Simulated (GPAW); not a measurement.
The O K edge of atom 3 in SnO2 (Cassiterite, P4_2/mnm), with 3 Sn at 2.05 Å (distorted trigonal planar, site symmetry m2m), was computed in 3 ways: full core hole (charged cell), half core hole and no core hole. Program and functional: GPAW, LDA, Gaussian full width 0.9 eV up to 4 eV, rising linearly to 3.5 eV at 25 eV; cells of 6 and 24 atoms (the run without a hole in the smaller).

Each run is counted from its own lowest empty level or Fermi level and scaled to a mean of 1 over its first 20 eV.

```
E (eV)  run 1  run 2  run 3
  -2.0   0.00   0.00   0.00
  -1.0   0.00   0.00   0.00
   0.0   0.00   0.00   0.00
   1.0   0.06   0.06   0.06
   2.0   0.26   0.33   0.19
   3.0   1.00   1.82   0.68
   4.0   2.26   2.15   1.74
   5.0   1.16   0.85   1.43
   6.0   0.73   0.85   0.74
   7.0   1.29   1.64   0.97
   8.0   1.55   1.91   1.23
   9.0   2.35   2.52   1.82
  10.0   2.76   2.25   2.75
  11.0   2.13   1.42   2.95
  12.0   0.95   0.62   1.63
  13.0   0.45   0.35   0.66
  14.0   0.34   0.30   0.44
  15.0   0.32   0.30   0.37
  16.0   0.39   0.40   0.41
  17.0   0.49   0.52   0.49
  18.0   0.57   0.63   0.55
  19.0   0.60   0.66   0.57
  20.0   0.59   0.66   0.55
  21.0   0.61   0.68   0.56
  22.0   0.67   0.76   0.61
  23.0   0.73   0.84   0.66
  24.0   0.77   0.91   0.69
  25.0   0.83   0.98   0.73
  26.0   0.88   1.03   0.78
  27.0   0.89   1.02   0.79
  28.0   0.85   0.98   0.75
  29.0   0.85   0.99   0.74
  30.0   0.96   1.12   0.83
  31.0   1.14   1.29   0.99
  32.0   1.25   1.34   1.14
```

Question: Which run is which?

Run 1: half core hole (area from −2 to 6 eV 5.0, main maxima 3.9 eV (2.31) and 9.8 eV (2.79)). Run 2: full core hole (charged cell) (area from −2 to 6 eV 5.6, main maxima 3.6 eV (2.88) and 9.3 eV (2.60)). Run 3: no core hole (area from −2 to 6 eV 4.4, main maxima 4.2 eV (1.80) and 10.7 eV (3.04)). With each curve scaled to its own mean, the area from −2 to 6 eV with the hole is 5.6 against 4.4, and the centre of weight from −1 to 20 eV moves by -0.9 eV: the hole pulls the absorber's empty states down.

[Banner, clock and machine lines of the logs are left out without a mark of their own.]

[Logs are printed without paths, hosts, clocks, repeated set-up lines and the standing remarks that a program may print on its own settings, such as how far it seeks lower states.]

[Hosts, paths, dates, database ids (printed as entryN), source tags and the programs' standing remarks are cut or masked in the printed files.]

[Lists of maxima count a maximum above −3 eV only where it reaches 4 % of the highest in the window and stands out from its surroundings by 2 % of it (1.5 % where it reaches 55 %); shoulders and weaker maxima are passed over, and of the rest the first, up to two pre-edge ones and the few strongest are named.]
